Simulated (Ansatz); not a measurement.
## Sensitivity of the G0W0 gap of GaCuCCl4O (P-1)

A base run on GaCuCCl4O (P-1), then changed inputs.

Program: Ansatz 0.2.0. Level of theory: G0W0 on PBE, plane waves, PAW; PAW set soft_1. Results are calculated unless marked as measured.

Report form: the programs' logs are mostly left out.

In doubt: one-shot GW on d or f shells is unsure, so the values of those runs are not to be relied on.

## (1) The structure

The cell holds 16 atoms: 2 Ga, 2 Cu, 2 C, 8 Cl and 2 O. Cell: a = 6.877 Å, b = 7.015 Å, c = 8.759 Å, α = 81.0°, β = 69.5°, γ = 85.7°. It derives from GaCuCCl4O.

Structure file:

```cif
data_structure
_symmetry_space_group_name_H-M 'P 1'
_symmetry_Int_Tables_number 1
_cell_length_a 6.8769
_cell_length_b 7.0155
_cell_length_c 8.7594
_cell_angle_alpha 80.998
_cell_angle_beta 69.454
_cell_angle_gamma 85.731
_cell_volume 390.75
loop_
_atom_site_label
_atom_site_type_symbol
_atom_site_fract_x
_atom_site_fract_y
_atom_site_fract_z
_atom_site_occupancy
Ga1 Ga 0.20817 0.75741 0.76432 1
Ga2 Ga 0.79183 0.24259 0.23568 1
Cu3 Cu 0.02275 0.73380 0.22036 1
Cu4 Cu 0.97725 0.26620 0.77964 1
C5 C 0.28272 0.77573 0.21435 1
C6 C 0.71728 0.22427 0.78565 1
Cl7 Cl 0.92106 0.75694 0.98890 1
Cl8 Cl 0.07894 0.24306 0.01110 1
Cl9 Cl 0.78522 0.95659 0.38737 1
Cl10 Cl 0.21478 0.04341 0.61263 1
Cl11 Cl 0.84240 0.45601 0.38200 1
Cl12 Cl 0.15760 0.54399 0.61800 1
Cl13 Cl 0.48765 0.69319 0.82196 1
Cl14 Cl 0.51235 0.30681 0.17804 1
O15 O 0.43969 0.81154 0.21842 1
O16 O 0.56031 0.18846 0.78158 1
```

Geometry: measured cell, ions relaxed with PBE. The runs that relaxed it are not among those shown.

## (2) The base run: 2×2×2 mesh, 887 empty bands, screening to 100 eV, PAW set soft_1 files

Now the one-shot GW correction: screening in the RPA, then the self-energy of the levels asked for. This step takes PAW set soft_1 files.

input.yaml

```yaml
crystal:
  lattice:
    - [6.8769, 0.0, 0.0]
    - [0.522228115, 6.9960358808, 0.0]
    - [3.0741926905, 1.1449101349, 8.1219214749]
  atoms:
    - { symbol: Ga, position: [0.2081665666, 0.7574132111, 0.7643240985] }
    - { symbol: Ga, position: [0.7918334334, 0.2425867889, 0.2356759015] }
    - { symbol: Cu, position: [0.022745104, 0.7338024064, 0.2203571138] }
    - { symbol: Cu, position: [0.977254896, 0.2661975936, 0.7796428862] }
    - { symbol: C, position: [0.2827240723, 0.7757339647, 0.2143510568] }
    - { symbol: C, position: [0.7172759277, 0.2242660353, 0.7856489432] }
    - { symbol: Cl, position: [0.9210642142, 0.756937292, 0.9889027727] }
    - { symbol: Cl, position: [0.0789357858, 0.243062708, 0.0110972273] }
    - { symbol: Cl, position: [0.7852164132, 0.9565929156, 0.3873724251] }
    - { symbol: Cl, position: [0.2147835868, 0.0434070844, 0.6126275749] }
    - { symbol: Cl, position: [0.8424017929, 0.4560128272, 0.3819958627] }
    - { symbol: Cl, position: [0.1575982071, 0.5439871728, 0.6180041373] }
    - { symbol: Cl, position: [0.4876463372, 0.6931938752, 0.8219630673] }
    - { symbol: Cl, position: [0.5123536628, 0.3068061248, 0.1780369327] }
    - { symbol: O, position: [0.4396928157, 0.8115366937, 0.2184202269] }
    - { symbol: O, position: [0.5603071843, 0.1884633063, 0.7815797731] }
kpoints:
  mp_grid: { grid: [2, 2, 2] }
hamiltonian:
  xc: pbe
  pseudopotentials: { kind: paw, azcp: { folder: soft_1 } }
scf:
  occupations: { method: fixed }
gw:
  n_empty_bands: 887
  ecut_chi: 100.0
  qp_bands: [v4, c4]
  qp_kpoints: band_edges
  screening: { model: contour_deformation }
```

The run is started by

```
$ ansatz run input.yaml --threads 2 --pin off --max-ram 73728MiB --backend cuda --events-out ev --progress --plain --runs-dir out --devices 1 --max-vram 13GiB
```

Run time: 53 s. Hardware: 1 × NVIDIA H100 80GB HBM3 (shared by 6 runs) with 2 threads of AMD EPYC 7R13 (Zen 3), shared host; peak memory 3.2 GiB.

This step gave:

```yaml
bands_summed: 957
rpa_eps_infinity_on_this_mesh_eigenvalues: 2.586, 2.721, 2.889
plane_waves_in_the_screening_matrix: 893
q_points_in_the_mesh: 8
g0w0_gap_on_the_mesh: 5.545 eV
k_of_the_valence_top: 0, -0.5, 0
k_of_the_conduction_bottom: 0, 0, 0
starting_gap_on_the_mesh: 3.151 eV
z_at_the_valence_top: 0.7140
z_at_the_conduction_bottom: 0.8102
least_direct_g0w0_gap_on_the_computed_points: 5.563 eV
```

The gap on the mesh goes from 3.15 eV to 5.55 eV, a correction of +2.39 eV. Between the two edge states, bare exchange in place of the xc potential would open the gap by 12.44 eV, and correlation takes back 10.04 eV.

## (3) Variant: wavefunction cutoff

input.yaml, as its differences from that of step 2:

```diff
@@ -31,3 +31,3 @@
   n_empty_bands: 887
-  ecut_chi: 100.0
+  ecut_chi: 100
   qp_bands: [v4, c4]
@@ -35 +35,3 @@
   screening: { model: contour_deformation }
+basis:
+  ecutwfc: 600
```

It took 32 s on 1 × NVIDIA H100 80GB HBM3 (shared by 6 runs) with 2 threads; peak memory 4 GiB.

The G0W0 gap on the mesh is 5.553 eV.

Against the base:

```tsv
setting	base	variant
typed cutoff	-	600
```

```tsv
quantity	variant	base
starting gap on the mesh	3.153	3.151
G0W0 gap on the mesh	5.553	5.545
least direct G0W0 gap on the computed points	5.570	5.563
Z at the valence top	0.714	0.714
Z at the conduction bottom	0.810	0.810
```

## (4) Variant: all filled levels at the zone centre

input.yaml, as its differences from that of step 3:

```diff
@@ -32,6 +32,4 @@
   ecut_chi: 100
-  qp_bands: [v4, c4]
-  qp_kpoints: band_edges
+  qp_bands: [lowest, c2]
+  qp_kpoints: [[0, 0, 0]]
   screening: { model: contour_deformation }
-basis:
-  ecutwfc: 600
```

Wall time 40 s (1 × NVIDIA H100 80GB HBM3 (shared by 6 runs) with 2 threads); peak memory 3.1 GiB.

Absolute levels on the run's own zero. QP, by row, the first 40 of 72 rows:

```tsv
k index	band	KS (eV)	Sigma_x (eV)	Sigma_c (eV)	Vxc (eV)	Z	QP linearised (eV)	QP (eV)	source	doubts
0	1	-109.1	-77.47	18.66	-49.15	0.621	-118.1	-118.8	root	energies_apart
0	2	-109.1	-77.47	18.66	-49.15	0.621	-118.1	-118.8	root	energies_apart
0	3	-66.71	-68.43	17.47	-46.61	0.6045	-72.09	-71.06	root	energies_apart,sigma_c_rises
0	4	-66.71	-68.43	17.47	-46.61	0.6045	-72.09	-71.06	root	energies_apart,sigma_c_rises
0	5	-66.45	-68.6	17.51	-46.68	0.6005	-71.91	-70.86	root	energies_apart,sigma_c_rises
0	6	-66.45	-68.6	17.51	-46.68	0.6005	-71.91	-70.86	root	energies_apart,sigma_c_rises
0	7	-66.41	-68.62	17.51	-46.69	0.6016	-71.91	-70.84	root	energies_apart,sigma_c_rises
0	8	-66.41	-68.62	17.51	-46.69	0.6016	-71.91	-70.84	root	energies_apart,sigma_c_rises
0	9	-21.21	-34.69	9.364	-22.68	0.5736	-23.49	-23.86	root	z_under_floor,energies_apart
0	10	-21.21	-34.7	9.364	-22.69	0.5737	-23.49	-23.85	root	z_under_floor,energies_apart
0	11	-13.46	-32.92	8.828	-22.83	0.652	-14.75	-14.71	root	
0	12	-13.4	-39.85	9.17	-28.77	0.6751	-15.39	-15.31	root	
0	13	-13.35	-38.47	9.126	-27.58	0.6649	-15.2	-15.12	root	
0	14	-13.31	-40.45	9.224	-29.27	0.6699	-15.35	-15.26	root	
0	15	-13.3	-42.23	9.287	-30.81	0.6769	-15.54	-15.43	root	energies_apart
0	16	-13.23	-41.61	9.24	-30.3	0.6764	-15.42	-15.31	root	energies_apart
0	17	-13.17	-42.46	9.293	-30.98	0.6657	-15.43	-15.36	root	
0	18	-13.08	-31.76	8.696	-21.94	0.637	-14.24	-14.21	root	
0	19	-12.58	-56.82	9.689	-43.42	0.743	-16.63	-16.29	root	energies_apart
0	20	-12.58	-56.82	9.689	-43.42	0.7431	-16.63	-16.29	root	energies_apart
0	21	-12.57	-56.83	9.69	-43.42	0.7429	-16.63	-16.29	root	energies_apart
0	22	-12.57	-56.84	9.691	-43.43	0.7429	-16.63	-16.29	root	energies_apart
0	23	-12.06	-44.58	9.061	-33.12	0.7065	-14.58	-14.46	root	energies_apart
0	24	-12.05	-44.67	9.053	-33.22	0.7053	-14.57	-14.45	root	energies_apart
0	25	-11.93	-42.69	8.958	-31.54	0.6972	-14.21	-14.12	root	
0	26	-11.89	-42.08	8.914	-31.05	0.6932	-14.08	-14	root	
0	27	-11.63	-39.11	8.784	-28.49	0.6909	-13.58	-13.46	root	energies_apart
0	28	-11.61	-38.9	8.766	-28.32	0.6907	-13.54	-13.42	root	energies_apart
0	29	-6.541	-26.96	6.144	-19.29	0.6704	-8.093	-8.068	root	
0	30	-6.526	-27.03	6.151	-19.35	0.6716	-8.081	-8.053	root	
0	31	-4.678	-20.71	3.809	-15.51	0.7434	-6.143	-6.067	root	
0	32	-4.528	-20.55	3.658	-15.54	0.7176	-5.912	-5.88	root	
0	33	-4.077	-24.7	4.734	-18.4	0.7932	-5.507	-5.643	root	energies_apart
0	34	-3.958	-23.86	4.269	-18.1	0.7162	-5.475	-5.454	root	
0	35	-3.922	-24.27	4.342	-18.44	0.7149	-5.396	-5.405	root	
0	36	-3.892	-23.85	4.225	-18.14	0.7094	-5.403	-5.371	root	
0	37	-3.834	-24.28	4.309	-18.49	0.7139	-5.296	-5.31	root	
0	38	-3.729	-25.2	4.666	-19.03	0.6766	-4.898	-5.233	root	energies_apart
0	39	-2.493	-21.44	3.601	-16.47	0.7349	-3.918	-3.86	root	
0	40	-2.233	-20.92	3.461	-16.03	0.7406	-3.719	-3.662	root
```

Against the base:

```tsv
setting	base	variant
levels asked	v4 to c4	lowest to c2
points asked	band edges	[[0, 0, 0]]
```

## (5) Summary of results

| Property | Result |
| --- | --- |
| base | 5.55 eV, 53 s |
| wavefunction cutoff | 5.55 eV, 32 s |
| all filled levels at the zone centre | direct gap at the listed points 5.56 eV, 40 s |

What this shows: Wavefunction cutoff: the gap moves by +0.01 eV (the plane-wave cutoff goes from 420 to 600 eV). All filled levels at the zone centre: only the listed points were computed; the least direct gap there is 5.56 eV, with levels asked and points asked changed against the base. All runs here use a coarse mesh and modest cutoffs; they test settings and are not final values. The 2×2×2 mesh is coarse for this cell (its supercell is 14 Å along the shortest edge). The RPA ε∞ on it, from the PBE start, is 2.59, 2.72 and 2.89; such meshes misread the long-range screening, most where the gap is narrow. A d shell, filled or nearly so, lies near the gap. One-shot GW converges very slowly in bands there, not always from below, and on a semilocal start the gap tends to come out low; starts rich in exact exchange can overshoot instead. The many-body steps are scalar-relativistic: spin-orbit coupling is not in them.

[Paths, hosts, dates, memory and timing lines, banners, echoed tables and standing remarks are left out of the program output.]

[Logs are printed without paths, hosts, clocks, repeated set-up lines and the standing remarks that a program may print on its own settings, such as how far it seeks lower states.]

[Runs of the session that timed out or met a known fault of the program may be left out.]

[Cells called generated may have been cut or substituted from an entry of the Crystallography Open Database or the Materials Project.]

[Hosts, paths, dates, database ids (printed as entryN), source tags and the programs' standing remarks are cut or masked in the printed files.]
